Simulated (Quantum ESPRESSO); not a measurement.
# Collinear magnetic orders of Nickel with Quantum ESPRESSO, part 2 of 2

A self-consistent run ends on one state, which hangs on the start. Several orders of Nickel are started in Quantum ESPRESSO and their energies compared.

Quantum ESPRESSO 7.5; PBEsol; plane waves with GBRV 1.5 PBEsol potentials, no spin-orbit coupling.

So far, absolute magnetization (μB): step 2 (run 1, typed as ferro +) 0.77.

## Step 3: Run 2, typed as antiferro q=(0,1/2,1/2) +−

The cell is doubled to 2 atoms to hold this order. The wavevector q is in fractions of the reciprocal vectors of the crystal's primitive cell, as the cells of these inputs are built from it; moments change sign between cells as cos(2π q·R).

pw.in reads:

```
&CONTROL
  calculation = 'scf'
  prefix = 'pwscf'
  outdir = './tmp'
  pseudo_dir = './pseudo'
  disk_io = 'nowf'
/
&SYSTEM
  ibrav = 0
  nat = 2
  ntyp = 2
  ecutwfc = 40
  ecutrho = 280
  nbnd = 25
  occupations = 'smearing'
  smearing = 'fd'
  degauss = 0.00734986
  nspin = 2
  starting_magnetization(1) = 0.0556
  starting_magnetization(2) = -0.0556
/
&ELECTRONS
  conv_thr = 4d-09
  electron_maxstep = 150
  mixing_beta = 0.3
/
ATOMIC_SPECIES
Ni1    58.6934 ni_pbesol_v1.4.uspp.F.UPF
Ni2    58.6934 ni_pbesol_v1.4.uspp.F.UPF
CELL_PARAMETERS angstrom
   0.0000000000    1.7619350000    1.7619350000
   3.5238700000    0.0000000000    3.5238700000
   3.5238700000    1.7619350000    1.7619350000
ATOMIC_POSITIONS crystal
Ni1     0.0000000000    0.0000000000    0.0000000000
Ni2     0.0000000000    0.5000000000    0.0000000000
K_POINTS automatic
12 6 12 0 0 0
```

Launch:

```console
$ OMP_NUM_THREADS=1 mpirun -n 4 pw.x -nk 4 -in pw.in > pw.out
```

The log of the run:

```text
[banner, memory and clock lines left out]
Program PWSCF v.7.5 starts

     Message from routine setup:
     using ibrav=0 with symmetry is DISCOURAGED, use correct ibrav instead

     bravais-lattice index     =            0
     lattice parameter (alat)  =       4.7087  a.u.
     unit-cell volume          =     147.6475 (a.u.)^3
     number of atoms/cell      =            2
     number of atomic types    =            2
     number of electrons       =        36.00
     number of Kohn-Sham states=           25
     kinetic-energy cutoff     =      40.0000  Ry
     charge density cutoff     =     280.0000  Ry
     scf convergence threshold =      4.0E-09
     mixing beta               =       0.3000
     number of iterations used =            8  plain     mixing
     Exchange-correlation= SLA  PW   PSX  PSC
                           (   1   4  10   8   0   0   0)

     celldm(1)=   4.708730  celldm(2)=   0.000000  celldm(3)=   0.000000
     celldm(4)=   0.000000  celldm(5)=   0.000000  celldm(6)=   0.000000

     crystal axes: (cart. coord. in units of alat)
               a(1) = (   0.000000   0.707107   0.707107 )
               a(2) = (   1.414214   0.000000   1.414214 )
               a(3) = (   1.414214   0.707107   0.707107 )

     reciprocal axes: (cart. coord. in units 2 pi/alat)
               b(1) = ( -0.707107  0.707107  0.707107 )
               b(2) = (  0.000000 -0.707107  0.707107 )
               b(3) = (  0.707107  0.707107 -0.707107 )

     PseudoPot. # 1 for Ni read from file:
     ni_pbesol_v1.4.uspp.F.UPF
     Pseudo is Ultrasoft + core correction, Zval = 18.0

     PseudoPot. # 2 for Ni read from file:
     ni_pbesol_v1.4.uspp.F.UPF
     Pseudo is Ultrasoft + core correction, Zval = 18.0

     atomic species   valence    mass     pseudopotential
     Ni1              18.00    58.69340     Ni( 1.00)
     Ni2              18.00    58.69340     Ni( 1.00)

     Starting magnetic structure
     atomic species   magnetization
     Ni1             0.056
     Ni2            -0.056

     16 Sym. Ops., with inversion, found

   Cartesian axes

     site n.     atom                  positions (alat units)
         1        Ni1    tau(   1) = (   0.0000000   0.0000000   0.0000000  )
         2        Ni2    tau(   2) = (   0.7071068   0.0000000   0.7071068  )

     number of k points=   100  Fermi-Dirac smearing, width (Ry)=  0.0073

     Number of k-points >= 100: set verbosity='high' to print them.

     Dense  grid:    11691 G-vectors     FFT dimensions: (  25,  54,  45)

     Smooth grid:     5063 G-vectors     FFT dimensions: (  20,  40,  36)

     Check: negative core charge=   -0.000020
     Generating pointlists ...
     new r_m :   0.4125 (alat units)  1.9424 (a.u.) for type    1
     new r_m :   0.4125 (alat units)  1.9424 (a.u.) for type    2

     Initial potential from superposition of free atoms

     starting charge      32.0000, renormalised to      36.0000
     Starting wfcs are   26 randomized atomic wfcs

     Self-consistent Calculation

     iteration #  1     ecut=    40.00 Ry     beta= 0.30
     Davidson diagonalization with overlap
     ethr =  1.00E-02,  avg # of iterations =  4.4

     total energy              =    -673.46001593 Ry
     estimated scf accuracy    <      63.49459492 Ry

     total magnetization       =    -0.00 Bohr mag/cell
     absolute magnetization    =     0.46 Bohr mag/cell

     iteration #  2     ecut=    40.00 Ry     beta= 0.30
     Davidson diagonalization with overlap
     ethr =  1.00E-02,  avg # of iterations =  3.2

     total energy              =    -685.66511708 Ry
     estimated scf accuracy    <       2.37106709 Ry

     total magnetization       =     0.00 Bohr mag/cell
     absolute magnetization    =     0.73 Bohr mag/cell

     [... further iterations left out ...]

     iteration # 32     ecut=    40.00 Ry     beta= 0.30
     Davidson diagonalization with overlap
     ethr =  1.66E-11,  avg # of iterations =  2.0

     total energy              =    -686.16699636 Ry
     estimated scf accuracy    <          4.2E-09 Ry

     total magnetization       =    -0.00 Bohr mag/cell
     absolute magnetization    =     0.00 Bohr mag/cell

     iteration # 33     ecut=    40.00 Ry     beta= 0.30
     Davidson diagonalization with overlap
     ethr =  1.17E-11,  avg # of iterations =  1.5

     Magnetic moment per site  (integrated on atomic sphere of radius R)
     atom   1 (R=0.412)  charge= 16.7035  magn= -0.0001
     atom   2 (R=0.412)  charge= 16.7035  magn=  0.0001

     End of self-consistent calculation

     Number of k-points >= 100: set verbosity='high' to print the bands.

     the Fermi energy is    17.4031 ev

!    total energy              =    -686.16699636 Ry
     estimated scf accuracy    <          2.7E-10 Ry
     smearing contrib. (-TS)   =      -0.01242145 Ry
     internal energy E=F+TS    =    -686.15457491 Ry

     The total energy is F=E-TS. E is the sum of the following terms:
     one-electron contribution =    -384.74127234 Ry
     hartree contribution      =     215.07608343 Ry
     xc contribution           =     -70.33770275 Ry
     ewald contribution        =    -446.15168325 Ry

     total magnetization       =    -0.00 Bohr mag/cell
     absolute magnetization    =     0.00 Bohr mag/cell

     convergence has been achieved in  33 iterations
```

Run time: 38 s. Hardware: 4 MPI ranks of Intel Xeon Platinum 8488C (Sapphire Rapids), shared host; peak memory 0.35 GiB; 2.5 min of CPU time.

Spin moment in the atom's sphere by atom:

```csv
atom,spin moment in the atom's sphere (μB)
Ni1,-0.0001
Ni2,0.0001
```

Numbers from this step:

```yaml
smearing_term_ts: 0.1690 eV
magnetization: 0 μB
absolute_magnetization: 0 μB
final_state: non-magnetic
```

## Step 4: Start 3: antiferro q=(0,0,1/2) +−

The cell is doubled to 2 atoms to hold this order.

Changes to pw.in since step 3:

```diff
@@ -31,8 +31,8 @@
    0.0000000000    1.7619350000    1.7619350000
-   3.5238700000    0.0000000000    3.5238700000
-   3.5238700000    1.7619350000    1.7619350000
+   1.7619350000    0.0000000000    1.7619350000
+   3.5238700000    3.5238700000    0.0000000000
 ATOMIC_POSITIONS crystal
 Ni1     0.0000000000    0.0000000000    0.0000000000
-Ni2     0.0000000000    0.5000000000    0.0000000000
+Ni2     0.0000000000    0.0000000000    0.5000000000
 K_POINTS automatic
-12 6 12 0 0 0
+12 12 6 0 0 0
```

The log of the run:

```text
     [... lines left out ...]
Program PWSCF v.7.5 starts
     [... lines left out ...]
     number of atoms/cell      =            2
     [... lines left out ...]
     number of electrons       =        36.00
     number of Kohn-Sham states=           25
     kinetic-energy cutoff     =      40.0000  Ry
     charge density cutoff     =     280.0000  Ry
     scf convergence threshold =      4.0E-09
     [... lines left out ...]
     12 Sym. Ops., with inversion, found
     [... lines left out ...]
     number of k points=    98  Fermi-Dirac smearing, width (Ry)=  0.0073
     [... lines left out ...]
     iteration # 25     ecut=    40.00 Ry     beta= 0.30
     [... lines left out ...]
     Magnetic moment per site  (integrated on atomic sphere of radius R)
     atom   1 (R=0.412)  charge= 16.7032  magn=  0.0005
     atom   2 (R=0.412)  charge= 16.7032  magn= -0.0004
     [... lines left out ...]
     the Fermi energy is    17.4031 ev
!    total energy              =    -686.16699635 Ry
     estimated scf accuracy    <          1.5E-09 Ry
     smearing contrib. (-TS)   =      -0.01242142 Ry
     [... lines left out ...]
     total magnetization       =     0.00 Bohr mag/cell
     absolute magnetization    =     0.00 Bohr mag/cell
     convergence has been achieved in  25 iterations
```

The job ended after 20 s (4 MPI ranks; peak memory 0.32 GiB; 79 s of CPU time).

Spin moment in the atom's sphere by atom:

```csv
atom,spin moment in the atom's sphere (μB)
Ni1,0.0005
Ni2,-0.0004
```

Read from the output:

| Quantity | Value |
| --- | --- |
| smearing term TS | 0.1690 eV |
| magnetization | 0 μB |
| absolute magnetization | 0 μB |
| final state | non-magnetic |

## Step 5: Run 4, typed as no spin polarisation

pw.in reads:

```
&CONTROL
  calculation = 'scf'
  prefix = 'pwscf'
  outdir = './tmp'
  pseudo_dir = './pseudo'
  disk_io = 'nowf'
/
&SYSTEM
  ibrav = 0
  nat = 1
  ntyp = 1
  ecutwfc = 40
  ecutrho = 280
  nbnd = 15
  occupations = 'smearing'
  smearing = 'fd'
  degauss = 0.00734986
/
&ELECTRONS
  conv_thr = 2d-09
  electron_maxstep = 150
  mixing_beta = 0.3
/
ATOMIC_SPECIES
Ni     58.6934 ni_pbesol_v1.4.uspp.F.UPF
CELL_PARAMETERS angstrom
   0.0000000000    1.7619350000    1.7619350000
   1.7619350000    0.0000000000    1.7619350000
   1.7619350000    1.7619350000    0.0000000000
ATOMIC_POSITIONS crystal
Ni      0.0000000000    0.0000000000    0.0000000000
K_POINTS automatic
12 12 12 0 0 0
```

The log of the run:

```text
     [... lines left out ...]
Program PWSCF v.7.5 starts
     [... lines left out ...]
     number of atoms/cell      =            1
     [... lines left out ...]
     number of electrons       =        18.00
     number of Kohn-Sham states=           15
     kinetic-energy cutoff     =      40.0000  Ry
     charge density cutoff     =     280.0000  Ry
     scf convergence threshold =      2.0E-09
     [... lines left out ...]
     48 Sym. Ops., with inversion, found
     [... lines left out ...]
     number of k points=    72  Fermi-Dirac smearing, width (Ry)=  0.0073
     [... lines left out ...]
     iteration #  9     ecut=    40.00 Ry     beta= 0.30
     [... lines left out ...]
     the Fermi energy is    17.4032 ev
!    total energy              =    -343.08349977 Ry
     estimated scf accuracy    <          1.6E-09 Ry
     smearing contrib. (-TS)   =      -0.00621073 Ry
     [... lines left out ...]
     convergence has been achieved in   9 iterations
```

Run time: 2.1 s. Hardware: 4 MPI ranks; peak memory 0.23 GiB; 7.4 s of CPU time.

Numbers from this step:

```yaml
smearing_term_ts: 0.08450 eV
final_state: non-magnetic (no spin polarisation)
```

## Step 6: Ranking

An order is kept where moments of 0.15 μB or more survive with the typed signs; meshes match where a doubled cell samples the same k points as the first cell.

Orders:

```csv
start,final state,typed order kept,energy over the lowest (meV a seeded atom),largest site moment (μB),net moment (μB a cell of the first run),mesh matched,CPU time (s)
ferro +,ferromagnetic,yes,0,0.7152,0.6752,yes,11.1
"antiferro q=(0,1/2,1/2) +-",non-magnetic,no,37.53,0,0,yes,152.3
"antiferro q=(0,0,1/2) +-",non-magnetic,no,37.53,5.45e-4,0,yes,79.16
no spin polarisation,non-magnetic,-,37.51,0,0,yes,7.41
```

## Step 7: Outcome

- lowest state found: ferromagnetic (from ferro +)
- largest site moment: 0.715 μB
- state without moments: 37.5 meV a seeded atom higher

What this shows: 2 starts lost their moments. This is the lowest of 4 collinear or spinless starts, no proof of the ground state. Energies are free energies at an electronic temperature of 1160 K, which lowers moments and differences where the moments are itinerant.

[Logs and program files are shortened in this print: banners, set-up blocks, solver, clock and traceback lines can be left out without a mark of their own.]

[Logs are printed without paths, hosts, clocks, repeated set-up lines and the standing remarks that a program may print on its own settings, such as how far it seeks lower states.]

[Hosts, paths, dates, database ids (printed as entryN), source tags and the programs' standing remarks are cut or masked in the printed files.]

[Where a cell is said to come from a database of computed structures, the database is the Materials Project.]
